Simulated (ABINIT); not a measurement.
# A GW run on KNa3H4 (Pm-3m) in ABINIT, with inputs changed

A base run on KNa3H4 (Pm-3m), then changed inputs.

Method: LDA and many-body steps on it, plane waves, in ABINIT 10.8.3.

**1. Set-up**

The structure is cubic, space group Pm-3m (No. 221). The conventional cell has a = 5.119 Å, b = 5.119 Å, c = 5.119 Å, α = 90.00°, β = 90.00°, γ = 90.00°. Nearest to K lie 6 H at 2.56 Å. Nearest to Na lie 6 H at 2.56 Å. Nearest to H lie 6 Na at 2.56 Å. H has 4 Na at 2.56 Å and 2 K at 2.56 Å nearest. Farther neighbours are not listed.

The cell and positions are those that the Materials Project relaxed with its own functionals (PBE, PBE+U or r2SCAN), kept fixed.

**2. Screening, 2×2×2 mesh, 65 bands, screening to 87.1 eV**

This step: ABINIT 10.8.3; RPA screening on LDA, plane waves, norm-conserving pseudopotentials.

The RPA dielectric matrix is built and inverted for each q.

File run.abi:

```
acell 3*1.0 Angstrom
rprim 
  5.118641000000 0.000000000000 0.000000000000
  0.000000000000 5.118641000000 0.000000000000
  0.000000000000 0.000000000000 5.118641000000
ntypat 3
znucl 19 11 1
natom 8
typat 1 2 2 2 3 3 3 3
xred 
  0.500000000000 0.500000000000 0.500000000000
  -0.000000000000 -0.000000000000 0.500000000000
  -0.000000000000 0.500000000000 -0.000000000000
  0.500000000000 -0.000000000000 -0.000000000000
  -0.000000000000 -0.000000000000 -0.000000000000
  0.500000000000 0.500000000000 -0.000000000000
  0.500000000000 -0.000000000000 0.500000000000
  -0.000000000000 0.500000000000 0.500000000000
pp_dirpath "pseudos"
pseudos "K.upf, Na.upf, H.upf"
ecut 38
ngkpt 2 2 2
nshiftk 1
shiftk 0 0 0
kptopt 1
chksymbreak 0
istwfk *1
occopt 1
irdwfk 1
optdriver 3
nband 65
ecuteps 3.2
inclvkb 2
awtr 1
symchi 1
indata_prefix "in"
outdata_prefix "out"
tmpdata_prefix "tmp"
```

The run is started by

```bash
> OMP_NUM_THREADS=1 mpirun -n 4 abinit run.abi > log
```

The program printed:

```text
.Version 10.8.3 of ABINIT. v10.8.2 released Aug 2026.

 Symmetries : space group Pm -3 m (#221); Bravais cP (primitive cubic)
[... echo of the input left out ...]
== DATASET  1 ==================================================================
-   mpi_nproc: 4, omp_nthreads: 1 (-1 if OMP is not activated)

--- !DatasetInfo
iteration_state: {dtset: 1, }
dimensions: {natom: 8, nkpt: 4, mband: 65, nsppol: 1, nspinor: 1, nspden: 1, mpw: 10131, }
cutoff_energies: {ecut:  38.0, pawecutdg:  -1.0, }
electrons: {nelect:   4.00000000E+01, charge:   0.00000000E+00, occopt:   1.00000000E+00, tsmear:   1.00000000E-02, }

 SCREENING: Calculation of the susceptibility and dielectric matrices

 Based on a program developped by R.W. Godby, V. Olevano, G. Onida, and L. Reining.
 Incorporated in ABINIT by V. Olevano, G.-M. Rignanese, and M. Torrent.
.Using double precision arithmetic ; gwpc =  8

[... cell and pseudopotentials left out ...]
--------------------------------------------------------------------------------

 ==== K-mesh for the wavefunctions ====
 Number of points in the irreducible wedge :     4
[... list of points left out ...]
 Together with 48 symmetry operations and time-reversal symmetry
 yields     8 points in the full Brillouin Zone.

 ==== Q-mesh for the screening function ====
 Number of points in the irreducible wedge :     4
[... list of points left out ...]
 Together with 48 symmetry operations and time-reversal symmetry
 yields     8 points in the full Brillouin Zone.

 setmesh: FFT mesh size selected  =    36x   36x   36
          total number of points  =        46656

 vcoul_init : cutoff-mode = AUXILIARY_FUNCTION
 q-points for optical limit:   1
     1)      0.000010    0.000020    0.000030

- screening: taking advantage of time-reversal symmetry
- Maximum band index for partially occupied states nbvw = 20
- Remaining bands to be divided among processors   nbcw = 45
- Number of bands treated by each node ~11

 Number of electrons calculated from density =   40.0000; Expected =   40.0000
 average of density, n =  0.044198
 r_s =    1.7546
 omega_plasma =   20.2794 [eV]

 calculating chi0 at frequencies [eV] :
  1    0.000000E+00    0.000000E+00
  2    0.000000E+00    2.027941E+01

--------------------------------------------------------------------------------
  q-point number  1        q = ( 0.000000, 0.000000, 0.000000) [r.l.u.]
--------------------------------------------------------------------------------
[... chi0 elements left out ...]
 For q-point:  0.000010 0.000020 0.000030
  dielectric constant =   3.2545
  dielectric constant without local fields =   3.6725

  Average fulfillment of the sum rule on Im[epsilon] for q-point    1 :     29.31  [%]
[... wings left out ...]
  q-point number  2        q = ( 0.500000, 0.000000, 0.000000) [r.l.u.]
--------------------------------------------------------------------------------
[... chi0 elements left out ...]
  Average fulfillment of the sum rule on Im[epsilon] for q-point    2 :     34.36  [%]

 [... 2 further q-points ...]
```

The job ended after 11 s (4 MPI ranks of Intel Xeon Platinum 8375C at 2.90GHz (Ice Lake), shared host; peak memory 1.1 GiB).

This step gave:

| Item | Value |
| --- | --- |
| ε∞ with local fields, on this mesh, along the program's q direction | 3.255 |
| the same without local fields | 3.672 |
| plasma frequency | 20.28 eV |
| plane waves in the screening matrix | 251 |

Local fields lower ε∞ by 11 %. On a Γ-centred mesh this coarse the value itself is usually too large, while a short band sum pulls it down.

**3. Base**

The self-energy is evaluated for the states that the input lists, and the levels follow from it, in one-shot runs by the linearised quasiparticle equation.

This step: G0W0 on LDA, plane waves, norm-conserving pseudopotentials.

Changes to run.abi since step 2:

```diff
@@ -29,8 +29,19 @@
 irdwfk 1
-optdriver 3
+optdriver 4
 nband 65
+gwcalctyp 0
+ecutsigx 38
+symsigma 1
+nkptgw 3
+kptgw 
+  0.5000000000 0.0000000000 0.0000000000
+  0.5000000000 0.5000000000 0.5000000000
+  0.0000000000 0.0000000000 0.0000000000
+bdgw 
+  19 22
+  18 23
+  18 23
 ecuteps 3.2
-inclvkb 2
-awtr 1
-symchi 1
+irdscr 1
+ppmodel 1
 indata_prefix "in"
```

The program printed:

```text
.Version 10.8.3 of ABINIT. v10.8.2 released Aug 2026.

 Symmetries : space group Pm -3 m (#221); Bravais cP (primitive cubic)
[... echo of the input left out ...]
== DATASET  1 ==================================================================
-   mpi_nproc: 4, omp_nthreads: 1 (-1 if OMP is not activated)

--- !DatasetInfo
iteration_state: {dtset: 1, }
dimensions: {natom: 8, nkpt: 4, mband: 65, nsppol: 1, nspinor: 1, nspden: 1, mpw: 10131, }
cutoff_energies: {ecut:  38.0, pawecutdg:  -1.0, }
electrons: {nelect:   4.00000000E+01, charge:   0.00000000E+00, occopt:   1.00000000E+00, tsmear:   1.00000000E-02, }

 SIGMA: Calculation of the GW corrections

 Based on a program developped by R.W. Godby, V. Olevano, G. Onida, and L. Reining.
 Incorporated in ABINIT by V. Olevano, G.-M. Rignanese, and M. Torrent.
.Using double precision arithmetic ; gwpc =  8

[... cell and pseudopotentials left out ...]
--------------------------------------------------------------------------------

 ==== K-mesh for the wavefunctions ====
 Number of points in the irreducible wedge :     4
[... list of points left out ...]
 Together with 48 symmetry operations and time-reversal symmetry
 yields     8 points in the full Brillouin Zone.

 ==== Q-mesh for screening function ====
 Number of points in the irreducible wedge :     4
[... list of points left out ...]
 Together with 48 symmetry operations and time-reversal symmetry
 yields     8 points in the full Brillouin Zone.

 vcoul_init : cutoff-mode = AUXILIARY_FUNCTION
 q-points for optical limit:   1
     1)      0.000010    0.000020    0.000030
 setmesh: FFT mesh size selected  =    54x   54x   54
          total number of points  =       157464

 Number of electrons calculated from density =   40.0000; Expected =   40.0000
 average of density, n =  0.044198
 r_s =    1.7546
 omega_plasma =   20.2794 [eV]

 === KS Band Gaps ===
  >>>> For spin  1
   Minimum direct gap =   3.1596 [eV], located at k-point      :   0.5000  0.5000  0.5000
   Fundamental gap    =   2.5938 [eV], Top of valence bands at :   0.5000  0.0000  0.0000
                                       Bottom of conduction at :   0.5000  0.5000  0.5000
 SIGMA fundamental parameters:
 PLASMON POLE MODEL  1
 number of plane-waves for SigmaX                10131
 number of plane-waves for SigmaC and W            251
 number of plane-waves for wavefunctions         10131
 number of bands                                    65
 number of independent spin polarizations            1
 number of spinorial components                      1
 number of k-points in IBZ                           4
 number of q-points in IBZ                           4
 number of symmetry operations                      48
 number of k-points in BZ                            8
 number of q-points in BZ                            8
 number of frequencies for dSigma/dE                 9
 frequency step for dSigma/dE [eV]                0.25
 number of omega for Sigma on real axis              0
 max omega for Sigma on real axis  [eV]           0.00
 zcut for avoiding poles [eV]                     0.10

 EPSILON^-1 parameters (SCR file):
 dimension of the eps^-1 matrix on file            251
 dimension of the eps^-1 matrix used               251
 number of plane-waves for wavefunctions         10131
 number of bands                                    65
 number of q-points in IBZ                           4
 number of frequencies                               2
 number of real frequencies                          1
 number of imag frequencies                          1

 matrix elements of self-energy operator (all in [eV])

 Perturbative Calculation

--- !SelfEnergy_ee
iteration_state: {dtset: 1, }
kpoint     : [   0.500,    0.000,    0.000, ]
spin       : 1
KS_gap     :    4.568
QP_gap     :    6.747
Delta_QP_KS:    2.180
data: !SigmaeeData |
     Band     E0 <VxcDFT>   SigX SigC(E0)      Z dSigC/dE  Sig(E)    E-E0       E
       19  -0.709 -10.108 -13.385   2.267   0.749  -0.335 -10.865  -0.756  -1.465
       20  -0.233 -10.290 -13.490   2.177   0.756  -0.323 -11.063  -0.773  -1.006
       21   4.334  -7.735  -3.146  -2.865   0.816  -0.226  -6.329   1.407   5.741
       22   4.334  -7.735  -3.146  -2.865   0.816  -0.226  -6.329   1.407   5.741

--- !SelfEnergy_ee
iteration_state: {dtset: 1, }
kpoint     : [   0.500,    0.500,    0.500, ]
spin       : 1
KS_gap     :    3.160
QP_gap     :    5.329
Delta_QP_KS:    2.169
data: !SigmaeeData |
     Band     E0 <VxcDFT>   SigX SigC(E0)      Z dSigC/dE  Sig(E)    E-E0       E
       18  -0.799 -10.257 -13.686   2.277   0.752  -0.331 -11.123  -0.866  -1.665
       19  -0.799 -10.257 -13.686   2.277   0.752  -0.331 -11.123  -0.866  -1.665
[...]
--- !SelfEnergy_ee
iteration_state: {dtset: 1, }
kpoint     : [   0.000,    0.000,    0.000, ]
spin       : 1
KS_gap     :    4.495
QP_gap     :    6.481
Delta_QP_KS:    1.986
data: !SigmaeeData |
     Band     E0 <VxcDFT>   SigX SigC(E0)      Z dSigC/dE  Sig(E)    E-E0       E
[...]
21   4.019  -7.703  -3.435  -2.753   0.818  -0.222  -6.463   1.239   5.259
       22   4.019  -7.703  -3.435  -2.753   0.818  -0.222  -6.463   1.239   5.259
       23   4.019  -7.703  -3.435  -2.753   0.818  -0.222  -6.463   1.239   5.259

== END DATASET(S) ==============================================================
================================================================================

 -outvars: echo values of variables after computation  --------
           etotal      0.0000000000E+00
            nband          65
             nkpt           4
          spgroup         221
 [... the other variables as echoed above ...]

 Calculation completed.
```

Wall time 8.7 s (4 MPI ranks); peak memory 1.1 GiB; 34 s of CPU time.

This step gave:

```
G0W0 gap on the points computed              : 4.669 eV
starting gap on the mesh                     : 2.594 eV
k of the valence top                         : 0.5, 0, 0
k of the conduction bottom                   : 0.5, 0.5, 0.5
Z at the valence top                         : 0.756
Z at the conduction bottom                   : 0.822
least direct G0W0 gap on the computed points : 5.328 eV
```

The gap on the mesh goes from 2.59 eV to 4.67 eV, a correction of +2.08 eV.

**4. Broadening of the poles**

Changes to run.abi since step 3:

```diff
@@ -46,2 +46,3 @@
 ppmodel 1
+zcut 1.0 eV
 indata_prefix "in"
```

The program printed:

```text
.Version 10.8.3 of ABINIT. v10.8.2 released Aug 2026.

 Symmetries : space group Pm -3 m (#221); Bravais cP (primitive cubic)
[... echo of the input left out ...]
== DATASET  1 ==================================================================
-   mpi_nproc: 4, omp_nthreads: 1 (-1 if OMP is not activated)

--- !DatasetInfo
iteration_state: {dtset: 1, }
dimensions: {natom: 8, nkpt: 4, mband: 65, nsppol: 1, nspinor: 1, nspden: 1, mpw: 10131, }
cutoff_energies: {ecut:  38.0, pawecutdg:  -1.0, }
electrons: {nelect:   4.00000000E+01, charge:   0.00000000E+00, occopt:   1.00000000E+00, tsmear:   1.00000000E-02, }

 SIGMA: Calculation of the GW corrections

 Based on a program developped by R.W. Godby, V. Olevano, G. Onida, and L. Reining.
 Incorporated in ABINIT by V. Olevano, G.-M. Rignanese, and M. Torrent.
.Using double precision arithmetic ; gwpc =  8

[... cell and pseudopotentials left out ...]
--------------------------------------------------------------------------------

 ==== K-mesh for the wavefunctions ====
 Number of points in the irreducible wedge :     4
[... list of points left out ...]
 Together with 48 symmetry operations and time-reversal symmetry
 yields     8 points in the full Brillouin Zone.

 ==== Q-mesh for screening function ====
 Number of points in the irreducible wedge :     4
[... list of points left out ...]
 Together with 48 symmetry operations and time-reversal symmetry
 yields     8 points in the full Brillouin Zone.

 vcoul_init : cutoff-mode = AUXILIARY_FUNCTION
 q-points for optical limit:   1
     1)      0.000010    0.000020    0.000030
 setmesh: FFT mesh size selected  =    54x   54x   54
          total number of points  =       157464

 Number of electrons calculated from density =   40.0000; Expected =   40.0000
[...]
number of plane-waves for wavefunctions         10131
 number of bands                                    65
 number of q-points in IBZ                           4
 number of frequencies                               2
 number of real frequencies                          1
 number of imag frequencies                          1

 matrix elements of self-energy operator (all in [eV])

 Perturbative Calculation

--- !SelfEnergy_ee
iteration_state: {dtset: 1, }
kpoint     : [   0.500,    0.000,    0.000, ]
spin       : 1
KS_gap     :    4.568
QP_gap     :    6.748
Delta_QP_KS:    2.180
data: !SigmaeeData |
     Band     E0 <VxcDFT>   SigX SigC(E0)      Z dSigC/dE  Sig(E)    E-E0       E
       19  -0.709 -10.108 -13.385   2.267   0.749  -0.335 -10.865  -0.756  -1.465
       20  -0.233 -10.290 -13.490   2.177   0.756  -0.323 -11.063  -0.773  -1.006
       21   4.334  -7.735  -3.146  -2.865   0.816  -0.225  -6.328   1.407   5.741
[...]
--- !SelfEnergy_ee
iteration_state: {dtset: 1, }
kpoint     : [   0.500,    0.500,    0.500, ]
spin       : 1
KS_gap     :    3.160
QP_gap     :    5.329
Delta_QP_KS:    2.169
data: !SigmaeeData |
     Band     E0 <VxcDFT>   SigX SigC(E0)      Z dSigC/dE  Sig(E)    E-E0       E
[...]
--- !SelfEnergy_ee
iteration_state: {dtset: 1, }
kpoint     : [   0.000,    0.000,    0.000, ]
spin       : 1
KS_gap     :    4.495
QP_gap     :    6.482
Delta_QP_KS:    1.987
data: !SigmaeeData |
     Band     E0 <VxcDFT>   SigX SigC(E0)      Z dSigC/dE  Sig(E)    E-E0       E
[...]
22   4.019  -7.703  -3.435  -2.753   0.818  -0.222  -6.463   1.239   5.259
       23   4.019  -7.703  -3.435  -2.753   0.818  -0.222  -6.463   1.239   5.259

== END DATASET(S) ==============================================================
================================================================================

 -outvars: echo values of variables after computation  --------
           etotal      0.0000000000E+00
            nband          65
             nkpt           4
          spgroup         221
 [... the other variables as echoed above ...]

 Calculation completed.
```

The job ended after 8.5 s (4 MPI ranks; peak memory 1.1 GiB).

This step gave:

```
G0W0 gap on the points computed              : 4.669 eV
starting gap on the mesh                     : 2.594 eV
k of the valence top                         : 0.5, 0, 0
k of the conduction bottom                   : 0.5, 0.5, 0.5
Z at the valence top                         : 0.756
Z at the conduction bottom                   : 0.822
least direct G0W0 gap on the computed points : 5.328 eV
```

Against G0W0 in ABINIT (2×2×2 mesh, 65 bands, screening to 87.1 eV, Godby-Needs plasmon pole), the gap moves by +0.000 eV.

**5. No symmetry in the self-energy**

Changes to run.abi since step 4:

```diff
@@ -33,3 +33,3 @@
 ecutsigx 38
-symsigma 1
+symsigma 0
 nkptgw 3
@@ -46,3 +46,2 @@
 ppmodel 1
-zcut 1.0 eV
 indata_prefix "in"
```

The program printed:

```text
.Version 10.8.3 of ABINIT. v10.8.2 released Aug 2026.

 Symmetries : space group Pm -3 m (#221); Bravais cP (primitive cubic)
[... echo of the input left out ...]
== DATASET  1 ==================================================================
-   mpi_nproc: 4, omp_nthreads: 1 (-1 if OMP is not activated)

--- !DatasetInfo
iteration_state: {dtset: 1, }
dimensions: {natom: 8, nkpt: 4, mband: 65, nsppol: 1, nspinor: 1, nspden: 1, mpw: 10131, }
cutoff_energies: {ecut:  38.0, pawecutdg:  -1.0, }
[...]
Band     E0 <VxcDFT>   SigX SigC(E0)      Z dSigC/dE  Sig(E)    E-E0       E
[...]
22   4.019  -7.703  -3.435  -2.753   0.818  -0.222  -6.463   1.239   5.258
       23   4.019  -7.703  -3.435  -2.753   0.819  -0.222  -6.463   1.240   5.259

== END DATASET(S) ==============================================================
================================================================================

 -outvars: echo values of variables after computation  --------
           etotal      0.0000000000E+00
            nband          65
             nkpt           4
          spgroup         221
 [... the other variables as echoed above ...]

 Calculation completed.
```

Elapsed: 13 s, on 4 MPI ranks; peak memory 1.1 GiB; 50 s of CPU time.

This step gave:

* G0W0 gap on the points computed: 4.669 eV
* starting gap on the mesh: 2.594 eV
* k of the valence top: 0.5, 0, 0
* k of the conduction bottom: 0.5, 0.5, 0.5
* least direct G0W0 gap on the computed points: 5.328 eV

Against G0W0 in ABINIT (2×2×2 mesh, 65 bands, screening to 87.1 eV, Godby-Needs plasmon pole), the gap moves by +0.000 eV.

[end of part 1 of 3]

[Paths, hosts, dates, memory and timing lines, banners, echoed tables and standing remarks are left out of the program output.]

[Logs are printed without paths, hosts, clocks, repeated set-up lines and the standing remarks that a program may print on its own settings, such as how far it seeks lower states.]

[Runs of the session that timed out or met a known fault of the program may be left out.]

[No measured gap is set beside runs whose start may be inverted or whose files or cutoffs have a known fault.]

[Hosts, paths, dates, database ids (printed as entryN), source tags and the programs' standing remarks are cut or masked in the printed files.]

[G0W0 gaps are taken among the corrected bands and points alone; a level outside them can change the order at an edge.]

[Where Ansatz stands beside ABINIT at settings called matched, ABINIT's density can come from a denser mesh and the files from another edition; pairs whose starting gaps differed by over 0.03 eV were left out, so agreement reads better than it is.]
